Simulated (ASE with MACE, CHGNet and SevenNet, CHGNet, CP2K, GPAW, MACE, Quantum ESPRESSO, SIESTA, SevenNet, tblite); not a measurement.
# Machine-learned potentials runs on W(110)/C(100) interface (96 atoms)

Aim: run W(110)/C(100) interface (96 atoms) in machine-learned potentials and see how near its forces come to a plane-wave reference, and at what cost.

Program: ASE with MACE, CHGNet and SevenNet. Level of theory: the method is named at each step. Results are calculated unless marked as measured.

## Step 1: Starting point

The cell holds 96 atoms: 24 W and 72 C. Cell: a = 7.976 Å, b = 7.567 Å, c = 24.830 Å, α = 90.0°, β = 90.0°, γ = 108.4°. Bcc W(110), 3 repeat layers, 8 surface cells, strained +2.88 and -2.40 %; diamond-structure C(100), 4 layers, 9 cells, +0.00 and -0.00 %; outer planes 2.12 Å apart, 12 Å of vacuum above; not relaxed, displaced by a Gaussian of 0.02 Å. Then every atom was moved at random, 0.05 Å r.m.s. a Cartesian component. Regions: W, 24 atoms (24 W); C, 72 atoms (72 C). Vacuum lies along c.

The yardstick, on the same geometry:

- method: Kohn-Sham DFT, PBE, SSSP efficiency 1.3.0 pseudopotentials, plane waves (Quantum ESPRESSO 7.5); sssp-pbe-1.3.0-efficiency, cutoffs 45/360 Ry, Γ point
- r.m.s. force component: 2.367 eV/Å
- longest force: 9.886 eV/Å
- time: 9.1 min on 4 MPI ranks of Arm Neoverse V1, shared host
- CPU time: 37 min

## Step 2: MACE MPA-0 medium potential

Method: machine-learned interatomic potential MACE MPA-0 medium, trained on PBE(+U) plane-wave data.

The input, run.py:

```python
import numpy as np
from ase.io import read
import mlip  # loads the published weights by name

atoms = read("structure.xyz")
atoms.calc = mlip.calc("mace-mpa-0-medium")
energy = atoms.get_potential_energy()
forces = atoms.get_forces()
print(f"energy {energy:.6f} eV")
print("forces (eV/A)")
for i, (a, f) in enumerate(zip(atoms, forces)):
    print(f"{i:4d} {a.symbol:2s} {f[0]:10.5f} {f[1]:10.5f} {f[2]:10.5f}")
```

The input, structure.xyz:

```xyz
96
Lattice="7.97610 0.00000 0.00000 -2.39279 7.17840 0.00000 0.00000 0.00000 24.82973" Properties=species:S:1:pos:R:3 pbc="T T T"
W 0.14877 5.41424 5.99588
W 1.50225 4.46159 8.18115
W 0.18949 5.35523 10.47442
W 2.86806 6.18735 5.96584
W 4.11520 5.33743 8.21665
W 2.95698 6.36925 10.41483
W 0.07289 2.63024 5.99290
W 1.39284 1.82819 8.28792
W 0.14786 2.71975 10.54668
W 2.80982 3.64167 5.92710
W 4.00863 2.62902 8.11485
W 2.65542 3.66027 10.48187
W 5.51772 4.53919 6.05051
W -1.21559 3.69824 8.23031
W 5.53384 4.53101 10.46499
W 0.03220 0.08119 6.04927
W -1.18196 6.15002 8.26880
W 5.58204 7.09391 10.54320
W 2.65911 0.91252 5.99886
W 4.04378 0.08406 8.17519
W 2.68825 0.95717 10.40937
W 5.31476 1.78706 5.97676
W 6.65502 0.94159 8.23677
W 5.42364 1.92058 10.49230
C 0.48485 3.94274 12.57030
C 0.05420 1.06348 13.46218
C -0.41529 2.32315 14.35953
C 0.73586 2.73124 15.25762
C 1.20108 1.54996 16.23293
C -0.79134 3.63722 17.04387
C -0.40103 2.27318 18.00975
C 0.85988 2.68580 18.79412
C 1.33488 1.49863 12.49531
C -1.64238 5.86683 13.54189
C 0.38608 0.01113 14.34140
C 1.56833 0.40156 15.26259
C -0.31841 6.34535 16.21630
C 0.03556 1.24409 17.15436
C -1.91121 7.16289 17.92235
C 1.68669 0.27881 18.84055
C -0.34961 6.25878 12.69966
C -0.72066 3.58453 13.43065
C -1.11104 4.69130 14.37492
C 0.06610 5.25401 15.15756
C 0.36210 3.90182 16.12219
C -1.51638 6.04349 17.02277
C -1.21664 4.62310 17.94941
C 0.14943 5.13349 18.79958
C 6.09720 3.12928 12.58048
C 5.60174 0.41025 13.53344
C 5.22735 1.55951 14.37914
C 6.40995 1.95389 15.20002
C 6.93742 0.75359 16.19296
C 4.81736 2.69807 17.06746
C 5.24003 1.61406 17.91291
C 6.43738 1.85533 18.78369
[... 36 atom lines left out ...]
C 3.52935 2.29974 16.12666
C 1.58969 4.38593 17.05058
C 2.02154 3.10473 17.88039
C 3.18350 3.52991 18.83683
```

Command:

```console
$ OMP_NUM_THREADS=1 python run.py > output.txt
```

Log:

```text
energy -895.836091 eV
forces (eV/A)
   0 W     0.32588   -0.21113    0.77945
   1 W    -0.60247    0.82952    0.01720
   2 W    -0.04085    0.57235    1.60279
   3 W     0.10488    1.07559    0.64138
   4 W     0.74753    0.76433   -0.14363
   5 W    -1.28983   -0.16333    1.66815
   6 W     0.03380    0.91748    0.73812
   7 W    -0.62455   -0.82921   -0.78917
   8 W    -0.05684   -0.66562    1.00073
   9 W    -0.47873   -0.64763    0.62503
  10 W     1.07045    1.56518    1.26766
  11 W     1.96300   -0.11458    1.13921
  12 W    -0.31087   -0.49295    0.07745
  13 W     0.05325   -3.01411   -0.20854
  14 W    -0.74245   -0.37769    1.77975
  15 W    -0.49429   -0.66482    0.45424
  16 W     1.29422    3.47170   -0.27104
  17 W    -0.35556    1.65610    0.77455
  18 W     0.01471   -0.20255    0.51764
  19 W    -1.18818   -2.00802    0.34177
  20 W     0.27068   -0.13328    1.72538
  21 W     0.53716    0.05221    0.43870
  22 W     0.35959   -0.36594    0.24112
  23 W    -0.45903   -1.18993    0.68811
[...]
88 C    -1.25730   -0.36884    0.94765
  89 C     1.02068    3.96360   -2.93041
  90 C     0.76835   -0.36578   -2.75204
  91 C     0.69199   -4.21843   -2.06733
  92 C     5.83819    2.71016   -2.24655
  93 C    -0.02195   -2.13790   -0.85450
  94 C     0.05340    2.06543    2.71128
  95 C     0.29625    0.58150   -2.02644
```

Elapsed: 11 s, on 1 thread of Arm Neoverse V1, shared host; peak memory 1.3 GiB.

Banners, paths, timers and routine set-up lines are dropped from the logs unmarked, and long logs keep their key lines alone; longer cuts are marked.

Numbers from this run, and their distance from the reference:

- r.m.s. force component: 1.903 eV/Å
- r.m.s. difference of force components: 613.1 meV/Å
- longest difference of force vectors: 2451 meV/Å
- force difference over r.m.s. force: 25.9 %
- slope of forces against the reference's: 0.7896
- correlation of force components: 0.9822

Length of the force difference by element (eV/Å):

| element | atoms | mean | most |
| --- | --- | --- | --- |
| C | 72 | 0.85 | 1.6 |
| W | 24 | 1.2 | 2.5 |

A closer look about C78, which bears the longest force: 9 atoms, nearest first, numbered in the order of the input, with positions taken from that point.

| atom | x | y | z | distance (Å) | bonds | Fx | Fy | Fz (eV/Å) |
| --- | --- | --- | --- | --- | --- | --- | --- | --- |
| C78 | 0.00 | 0.00 | 0.00 | 0.00 | 4 | -6.30 | -5.54 | 3.42 |
| C93 | 1.01 | 0.23 | -0.84 | 1.34 | 4 | 5.84 | 2.71 | -2.25 |
| C95 | -0.49 | 1.03 | 0.91 | 1.46 | 4 | 0.05 | 2.07 | 2.71 |
| C29 | -1.31 | -0.52 | -0.74 | 1.59 | 4 | 0.43 | 1.55 | -1.96 |
| C79 | 0.28 | -1.37 | 0.93 | 1.68 | 4 | 1.33 | 1.48 | 2.50 |
| C92 | 0.65 | 1.54 | -1.67 | 2.36 | 4 | 0.69 | -4.22 | -2.07 |
| C54 | 2.30 | 0.63 | 0.10 | 2.39 | 4 | -0.08 | 1.15 | -1.65 |
| C96 | 0.67 | 1.46 | 1.87 | 2.46 | 2 | 0.30 | 0.58 | -2.03 |
| C94 | -0.93 | 2.32 | 0.08 | 2.50 | 4 | -0.02 | -2.14 | -0.85 |

Atoms are counted from 1 here, from 0 in the log.

Forces lie 26 % from the reference's, at 0.0049 times its CPU time (on 1 against 4 cores).

## Step 3: CHGNet r2SCAN potential

Method: machine-learned interatomic potential CHGNet r2SCAN, trained on r2SCAN plane-wave data.

Edit run.py of step 2 so:

```diff
@@ -5,3 +5,3 @@
 atoms = read("structure.xyz")
-atoms.calc = mlip.calc("mace-mpa-0-medium")
+atoms.calc = mlip.calc("chgnet-r2scan")
 energy = atoms.get_potential_energy()
```

structure.xyz is that of step 2.

Log:

```text
CHGNet vr2scan initialized with 412,525 parameters
CHGNet will run on cpu
energy -1882.007812 eV
forces (eV/A)
   0 W     0.37654   -0.12930    0.64582
   1 W    -0.25778    0.35351   -0.34001
   2 W     0.01808    0.38041    2.37972
   3 W     0.06732    0.86268    0.70870
   4 W     0.04600    0.26352   -0.24996
   5 W    -0.76437   -0.08688    2.29395
   6 W    -0.00704    0.68639    0.82187
   7 W    -0.32882   -0.38577   -0.58751
   8 W    -0.02425   -0.01827    1.96042
   9 W    -0.34008   -0.50639    0.52169
  10 W     0.42882    0.67194    0.44655
  11 W     1.19195    0.21077    2.38088
  12 W    -0.30501   -0.30177    0.01737
  13 W     0.18810   -1.36251   -0.33420
  14 W    -0.37965   -0.36188    2.53272
  15 W    -0.47765   -0.52981    0.49338
  16 W     0.54750    1.45134   -0.25609
  17 W    -0.32159    0.72131    1.79766
  18 W     0.03424   -0.08534    0.51392
  19 W    -0.39071   -0.76221   -0.00971
  20 W     0.08848   -0.08046    2.21906
  21 W     0.51981   -0.08822    0.58477
  22 W     0.17481    0.03303   -0.13574
  23 W    -0.12716   -0.12146    1.82851
[...]
88 C    -1.26515   -0.09575    0.80178
  89 C     2.22112    3.99600   -3.73795
  90 C     0.89585   -0.20256   -2.66086
  91 C     0.86266   -3.78420   -1.72831
  92 C     5.63863    3.01627   -1.58700
  93 C    -0.24989   -2.19643   -0.72091
  94 C     0.33039    2.15596    3.02321
  95 C    -0.16995    0.49529   -1.88519
```

It took 6.9 s on 1 thread; peak memory 3.6 GiB.

Against the reference:

```
r.m.s. force component                  : 1.941 eV/Å
r.m.s. difference of force components   : 675.8 meV/Å
longest difference of force vectors     : 3276 meV/Å
force difference over r.m.s. force      : 28.55 %
slope of forces against the reference's : 0.7953
correlation of force components         : 0.9701
```

Against the first run (26 %), the force difference from the reference is 29 %, at 0.64 times the CPU time; this potential was trained at another functional than the reference's, which explains only part of so large a difference.

## Step 4: SevenNet l3i5 potential

Method: machine-learned interatomic potential SevenNet l3i5, trained on PBE(+U) plane-wave data.

Edit run.py of step 3 so:

```diff
@@ -5,3 +5,3 @@
 atoms = read("structure.xyz")
-atoms.calc = mlip.calc("chgnet-r2scan")
+atoms.calc = mlip.calc("7net-l3i5")
 energy = atoms.get_potential_energy()
```

structure.xyz is that of step 3.

Log:

```text
energy -884.916748 eV
forces (eV/A)
   0 W     0.60182   -0.69789    0.01841
   1 W    -0.61998    0.89917   -0.10871
   2 W    -0.31265    0.08360    4.11022
   3 W     0.30485    2.48407    0.27923
   4 W     0.25710    0.58572   -0.31261
   5 W    -1.56336   -0.30205    4.47216
   6 W     0.24230    2.00985    0.48737
   7 W    -0.49235   -0.56165   -0.66999
   8 W     0.88597    0.06022    3.67700
   9 W    -0.74041   -1.84398    0.15613
  10 W     0.68335    1.49175    1.27981
  11 W     1.50339   -0.07557    4.30117
  12 W    -0.50364   -0.46322   -1.55312
  13 W     0.64828   -3.10740    0.12234
  14 W    -0.08773   -0.18457    4.25050
  15 W    -1.06785   -1.67340   -0.01161
  16 W     0.65432    3.17438   -0.00204
  17 W    -0.78681    0.10528    4.19072
  18 W     0.19787    0.23496   -0.24923
  19 W    -0.69052   -1.89030    0.25093
  20 W    -0.24355    0.23438    4.12374
  21 W     0.74897   -0.35890   -0.01965
  22 W     0.43721   -0.10152   -0.22384
  23 W     0.19721   -0.01129    4.20835
[...]
88 C    -1.66874   -0.11844    0.11947
  89 C     1.06928    4.47528   -4.27796
  90 C     1.47098   -0.50572   -3.42057
  91 C     1.47939   -5.01438   -1.70783
  92 C     6.80532    2.63628   -3.29388
  93 C     0.01358   -2.52373    0.10457
  94 C    -0.15244    2.53856    1.54658
  95 C     0.18627    0.97333   -1.37260
```

It took 15 s on 1 thread; peak memory 2.2 GiB.

Against the reference:

```yaml
r_m_s_force_component: 2.388 eV/Å
r_m_s_difference_of_force_components: 758.9 meV/Å
longest_difference_of_force_vectors: 3229 meV/Å
force_difference_over_r_m_s_force: 32.05 %
slope_of_forces_against_the_reference_s: 0.9573
correlation_of_force_components: 0.9491
```

Against the first run (26 %), the force difference from the reference is 32 %, at 1.4 times the CPU time.

## Step 5: All runs compared

Differences are against the plane-wave reference, forces as r.m.s. over components; share is that over the reference's r.m.s. force, slope the least-squares factor from reference forces to these. Total energies of different programs have different zeros and aren't compared.

| run | Δ force, r.m.s. (meV/Å) | share (%) | slope | cores | CPU time | memory (GiB) |
| --- | --- | --- | --- | --- | --- | --- |
| reference | - | - | - | 4 | 37 min | 4.9 |
| MACE MPA-0 medium potential | 613 | 25.9 | 0.790 | 1 | 11 s | 1.3 |
| CHGNet r2SCAN potential | 676 | 28.5 | 0.795 | 1 | 6.8 s | 3.6 |
| SevenNet l3i5 potential | 759 | 32.1 | 0.957 | 1 | 15 s | 2.2 |

Times of the machine-learned potentials are mostly Python's start and the loading of weights.

CPU time is summed over cores on a shared host, where runs went side by side, so it is rough. Symmetry, cutoffs, thresholds, outputs and thread counts weren't matched or tuned between programs; memory under MPI is the largest rank's times the ranks.

## Step 6: What came out

```
nearest in forces : MACE MPA-0 medium potential, 26 %
its CPU time      : 11 s
```

In words: Machine-learned potentials differ by 26 % (MACE MPA-0 medium potential) to 32 % (SevenNet l3i5 potential); they were trained on other programs' data, some at another functional. Among those trained on PBE data the slope goes as low as 0.79, which softening far from their training structures can give, though the reference's k-sampling is untested too. Machine-learned potentials mimic data converged in k, so the reference's own k-point error enters their differences. The host structure and its lattice constant were typed by rule, without a check against the phase diagram. The electronic-structure runs sample only Γ, in a cell whose shortest periodic width is 7 Å, which is coarse for a cell with partly filled levels. Spin–orbit coupling is left out, which matters for the levels of the heavy elements.

[Also dropped from logs without a mark: logging warnings of Python, and SIESTA's first energy breakdown and zero terms.]

[Logs are printed without paths, hosts, clocks, repeated set-up lines and the standing remarks that a program may print on its own settings, such as how far it seeks lower states.]

[Hosts, paths, dates, database ids (printed as entryN), source tags and the programs' standing remarks are cut or masked in the printed files.]
